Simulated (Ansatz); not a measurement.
# Li (Im-3m, 1 atom in the cell): phonons and vibrational spectra, part 2 of 2

How does Li (Im-3m, 1 atom in the cell) vibrate, and is this structure a minimum?

Ansatz 0.2.0; DFT PBE, scalar-relativistic, plane waves, norm-conserving pseudopotentials.

So far. Step 3 (Relaxing to small forces for the phonons): The forces vanish by symmetry and the pressure is 0.001 GPa, within the tolerances set. The cell now holds 20.28 Å³/atom. The relaxed cell has a = 3.436 Å (conventional setting).

**4. Response at finite wavevector**

Stability and thermal properties need the whole zone. Linear response on a 4×4×4 q mesh gives force constants as far as a supercell of that size would.

Input file input.yaml:

```yaml
crystal:
  lattice:
    - [-1.7178173906, 1.7178173906, 1.7178173906]
    - [1.7178173906, -1.7178173906, 1.7178173906]
    - [1.7178173906, 1.7178173906, -1.7178173906]
  atoms:
    - { symbol: Li, position: [0.0, 0.0, 0.0] }
kpoints:
  mp_grid: { grid: [16, 16, 16] }
hamiltonian:
  xc: pbe
  pseudopotentials: { kind: nc }
scf:
  occupations: { method: methfessel_paxton, width: 0.15 }
output:
  eigenvalues: true
phonons:
  method: dfpt
  qmesh: [4, 4, 4]
  temperatures: { t_max: 1000, t_step: 50 }
  qpath:
    path:
      - [[0.0, 0.0, 0.0], [0.5, -0.5, 0.5], [0.0, 0.0, 0.5], [0.0, 0.0, 0.0], [0.25, 0.25, 0.25], [0.5, -0.5, 0.5]]
      - [[0.25, 0.25, 0.25], [0.0, 0.0, 0.5]]
    npoints: 10
```

Command:

```bash
> ansatz run input.yaml --threads 4 --pin off --max-ram 7168MiB --backend cpu --events-out ev --progress --plain --runs-dir out
```

Numbers of over 12 decimals in the logs are rounded to 6 here.

The log of the run:

```text
[...]
Crystal: 1 atoms, lattice volume = 20.276 Å³
Basis set: ecut = 1034.032677 eV, 1505 PW (Γ), exchange–correlation on 64×64×64 points (8 copies of the dense FFT grid, shifted against one another)
Bands: 6, of which v1, the nominal top of the filled ones, is band 2 counted from 1 (1 counted from 0)
Symmetry: 48 space group operations
k-points: 145 of 4096
[...]
SCF iter   1: F=—  HF=-196.877986 eV  |F-HF|=—  |Δ(HF+E_count)|=         —  Δρ=4.75e-3  dr2=4.06e-3  ethr=3.10e-3  ⟨swp⟩=5.2  Hψ=7975  notcnv=0
[...]
SCF iter   6: F=-196.876362 eV  HF=-196.876362 eV  |F-HF|=1.53e-12  |Δ(HF+E_count)|=  1.31e-10  S|Δr|=    0.00e0  Δρ=3.83e-7  dr2=7.02e-12  ethr=1.00e-12  ⟨swp⟩=6.5  Hψ=3864  notcnv=0
SCF 1 converged in 6 iterations: F = -196.876362 eV  dr2 = 7.02e-12
NSCF: frozen V_eff on 145 k-points
WARN: eigensolver did not converge in 6 slots of this pass, the one above among them; of largest residual over every band (k=1): 1 band(s) unlocked (lowest unlocked band 5, counted from 0; max residual 1.27e-4 eV among the unlocked bands, 1.27e-4 eV over every band); of lowest unlocked band (k=1): band 5
[...]
DFPT response loops at q = (0, 0, 0) (fractional): preconditioner auto → Kerker (q_TF=auto, 1.984 Å⁻¹) (partly filled bands, converged f_vac=0.000); β = 1.00, the filter's whole step (`scf.mixing.beta` (0.50) is not read by the response loops under this deck's `scf.mixing.preconditioner`; to damp them name `kerker` or `kerker_dos`, under which they read `scf.mixing.beta`, and type it under 1.00, their step now; both keys bind the ground state too); Broyden in place of MSR1
[...]
SCF converged after 6 iterations
[...]
Free energy (F): -196.876362 eV
[...]
Internal energy: -196.875613 eV  (E = F + TS)
E sigma→0 (E₀):  -196.876175 eV
Entropy (-TS):   -0.000748 eV (-0.748 meV/atom)
Fermi energy:    0.929087 eV
[...]
--- Band table (eV; the first three rows and the last of 145) ---
[...]
--- Phonons (Γ-DFPT): 1 representative perturbation + reference (Σ response iterations 3) ---
  ASR residual: 2.007e-4 → 0.000e0 eV/Å²; symmetrization residual: 8.132e-20 eV/Å²
  ASR residual per site (eV/Å²): 2.01e-4
  Γ frequencies (cm⁻¹): 0.00 0.00 0.00
--- Phonons (arbitrary-q DFPT): 8 irreducible q on the 4×4×4 mesh ---
  q = [0.0000, 0.0000, 0.0000] (star 1, of the zone-centre solve; hermiticity 1.02e-25, symmetrization 1.08e-15): 0.00 0.00 0.00
  q = [0.0000, 0.0000, 0.2500] (star 12, 2 solved perturbations in 3336 linear systems a pass and spin channel, the states on 2176 of 4096 k-point pairs; hermiticity 2.64e-8, symmetrization 2.45e-8, the responses' own estimated error 7.8e-6 eV/Å²): 32.93 133.94 225.92
[...]
q = [0.2500, 0.2500, 0.2500] (star 2, 1 solved perturbation on 589 of 4096 k-point pairs; hermiticity 1.63e-8, symmetrization 8.15e-9, the responses' own estimated error 7.9e-6 eV/Å²): 261.83 261.83 261.83
[...]
sum rule: each row above includes the acoustic sum rule's correction from the zone centre's row sums; it moved no ω² by more than (2.80 cm⁻¹)²
  mesh force constants: q→R imaginary residual 0.00e0; ASR residual 2.007e-4 → 0.000e0 eV/Å²; symmetrization residual 1.110e-15 eV/Å²
  interpolated dispersion: 62 rows × 3 modes
  density of states and harmonic sums: on the 28×28×28 q-mesh, interpolated from the force constants of a 4×4×4 supercell (no non-analytic term)
  largest difference from the sums on the solved wave vectors: F 4.71e-3 eV, S 1.05e-5 and C_V 3.84e-6 eV/K
  zero-point energy: 0.039668 eV/cell   skipped modes (ω ≤ 0): 7, of them read as no rigid motion or as one in doubt: 4 (2.187e-3 modes/cell left out, lowest -14.99 cm⁻¹)   left out of the sums: 7.74e-4 of the cell's modes: C_V's classical limit lies that fraction below 3 k_B per atom; for a crystal, a wire or a layer, F and S can be off by more, and a phonons.interpolated_qmesh denser along its periods is the remedy for the sampling
```

Wall time 43 s (4 threads of Arm Neoverse V2, shared host); peak memory 2.9 GiB.

Reading the cycles: dr2 is the Hartree energy of the density residual (eV), the measure of convergence; HF is the Harris–Foulkes estimate of the energy, which meets the free energy F at convergence.

Numbers from this step:

* sum-rule residual before enforcement: 2.01e-4 eV/Å²
* lowest frequency on the path: -14.76 cm⁻¹
* highest frequency on the path or at a solved wavevector: 330.6 cm⁻¹
* lowest mode on the q mesh (acoustic modes at Γ apart): 32.93 cm⁻¹

Frequencies (cm⁻¹) solved at each irreducible wavevector; negative means imaginary. Frequencies by wavevector, by row:

| q in reciprocal lattice units | star | mode 1 | mode 2 | mode 3 |
| --- | --- | --- | --- | --- |
| 0 0 0 | 1 | 0 | 0 | 0 |
| 0 0 0.25 | 12 | 32.9 | 133.9 | 225.9 |
| 0 0 -0.5 | 6 | 40.2 | 183.5 | 317.6 |
| 0 0.25 0.25 | 24 | 126.3 | 248.2 | 299.1 |
| 0.25 0.25 0.25 | 2 | 261.8 | 261.8 | 261.8 |
| 0.25 0.25 -0.25 | 6 | 211.9 | 224.8 | 224.8 |
| 0.25 -0.5 -0.5 | 12 | 215.9 | 281.9 | 312.1 |
| -0.5 -0.5 -0.5 | 1 | 330.6 | 330.6 | 330.6 |

Interpolated from a 4×4×4 q mesh. The phonon branches at the labelled points (cm⁻¹):

| point | branch 1 | branch 2 | branch 3 |
| --- | --- | --- | --- |
| Γ | 0 | 0 | 0 |
| halfway | 212 | 225 | 225 |
| H | 331 | 331 | 331 |
| halfway | 216 | 282 | 312 |
| N | 40 | 184 | 318 |
| halfway | 33 | 134 | 226 |
| Γ | 0 | 0 | 0 |
| halfway | 143 | 143 | 257 |
| P | 262 | 262 | 262 |
| halfway | 165 | 304 | 304 |
| H | 331 | 331 | 331 |
| jump to P | 262 | 262 | 262 |
| halfway | 162 | 233 | 314 |
| N | 40 | 184 | 318 |

The phonon branches as a text plot (rows in cm⁻¹):

```
    323 |          *****    **                          ***   ***
    309 |         *   ******  **                     ***     *
    295 |        **     *                    **   ***   *   *
    280 |              * *      *           *  * *         *
    266 |       **        *                     *      *   *
    251 |               *                  *   *           **
    237 |       *                                            *
    223 |     **         *       *        *   *  *            *
    208 |     **           *                 *        *     *
    194 |    *              *     *                            *
    179 |    *            *  ***         *  *     *          *  *
    165 |                       *                    *
    151 |   *                                      *
    136 |                        * *       *        *         *
    122 |   *                           *
    108 |  *                      *       *
     93 |                  *        *
     79 |  *                       *                           *
     64 |                   *          * *
     50 | *                    **   **                          *
     36 | *                  **  *      *
     21 |                         *  * *
      7 |*                            *
     -8 |                          ***
         Γ           H       N        Γ         P        H|P    N
```

The phonon density of states has structure finer than the step of the table below, so its rows give means over 20 cm⁻¹, whole bins alone (the curve runs from -17.5 to 332 cm⁻¹). Peaks (cm⁻¹: height): 307.5: 0.0352.

Tetrahedra on a 28×28×28 mesh, mean over bins of 5 cm-1. Interpolated from a 4×4×4 q mesh. Table of phonon density of states by wavenumber; means over each step:

| wavenumber (cm⁻¹) | phonon density of states (1/cm⁻¹/cell) |
| --- | --- |
| 0 | 1.6e-4 |
| 20 | 6.7e-4 |
| 40 | 0.00182 |
| 60 | 0.00400 |
| 80 | 0.00547 |
| 100 | 0.00732 |
| 120 | 0.00971 |
| 140 | 0.00989 |
| 160 | 0.00843 |
| 180 | 0.00948 |
| 200 | 0.0105 |
| 220 | 0.0106 |
| 240 | 0.0110 |
| 260 | 0.0115 |
| 280 | 0.0129 |
| 300 | 0.0238 |
| 320 | 0.0127 |

Second derivatives of the energy by pair, one row for each kind of neighbour of each atom listed. Each entry sums the pair over the periodic images of the supercell that the q mesh stands for, and in a polar crystal it holds the long-range dipole part too. Force constants by pair, by row:

| atom | neighbour | distance (Å) | third of the trace (eV/Å²) | along the pair's line (eV/Å²) |
| --- | --- | --- | --- | --- |
| Li1 | itself | 0 | 1.324 | – |
| Li1 | Li | 2.975 | -0.1659 | -0.4905 |
| Li1 | Li | 3.436 | -0.03 | -0.0456 |
| Li1 | Li | 4.859 | 0.0233 | 0.0563 |
| Li1 | Li | 5.697 | -0.0028 | -0.015 |
| Li1 | Li | 5.951 | -0.0189 | -0.0576 |
| Li1 | Li | 6.871 | -0.0104 | -0.0072 |

Symmetry leaves 8 wavevectors to solve. The lowest mode among them, the acoustic zeros apart, lies at q = (0, 0, 0.25) and is real, 32.9 cm⁻¹. Between them the interpolated path dips to 15i cm⁻¹.

**5. Isotope substitution**

An isotope changes the mass and not the force constants, so no new electronic calculation is needed; the shifts show which modes move this element.

The same force constants with the mass of Li changed from 6.940 to 6.015 u (phonopy, no LO-TO term). Both lists are sorted by frequency. Modes under 3 cm⁻¹ are left out. Isotope shifts, by row:

| q | rank | natural mass (cm⁻¹) | changed mass (cm⁻¹) |
| --- | --- | --- | --- |
| 0 0 0.25 | 1 | 32.93 | 35.37 |
| 0 0 0.25 | 2 | 133.9 | 143.9 |
| 0 0 0.25 | 3 | 225.9 | 242.7 |
| 0 0 -0.5 | 1 | 40.21 | 43.19 |
| 0 0 -0.5 | 2 | 183.5 | 197.2 |
| 0 0 -0.5 | 3 | 317.6 | 341.1 |
| 0 0.25 0.25 | 1 | 126.3 | 135.7 |
| 0 0.25 0.25 | 2 | 248.2 | 266.6 |
| 0 0.25 0.25 | 3 | 299.1 | 321.3 |

With one element every mode shifts by +7.41 %.

**6. Outcome**

```json
{
  "space group after relaxation (within 0.01 Å)": "Im-3m",
  "volume per atom": "20.3 Å³",
  "electronic character": "no gap on this mesh",
  "lowest mode on the q mesh (acoustic modes at Γ apart)": "32.9 cm⁻¹",
  "highest frequency on the path or at a solved wavevector": "331 cm⁻¹",
  "imaginary modes on the 4×4×4 q mesh": "none"
}
```

What this shows: No mode is imaginary at the 8 irreducible wavevectors solved, but between them the interpolated path dips to 14.8i cm⁻¹, so stability is not settled. The interpolated path dips to 15i cm⁻¹ between the solved wavevectors, which may come from the interpolation; a denser q mesh would tell. With no gap, or one that is small against the smearing, the frequencies hang on the k mesh and the smearing, most of all near Kohn anomalies. A phonon run warned that its eigensolver left some bands unconverged in a pass. These are harmonic frequencies at zero temperature: anharmonic shifts, linewidths and thermal expansion are left out.

[Logs are printed without paths, hosts, clocks, repeated set-up lines and the standing remarks that a program may print on its own settings, such as how far it seeks lower states.]

[Hosts, paths, dates, database ids (printed as entryN), source tags and the programs' standing remarks are cut or masked in the printed files.]
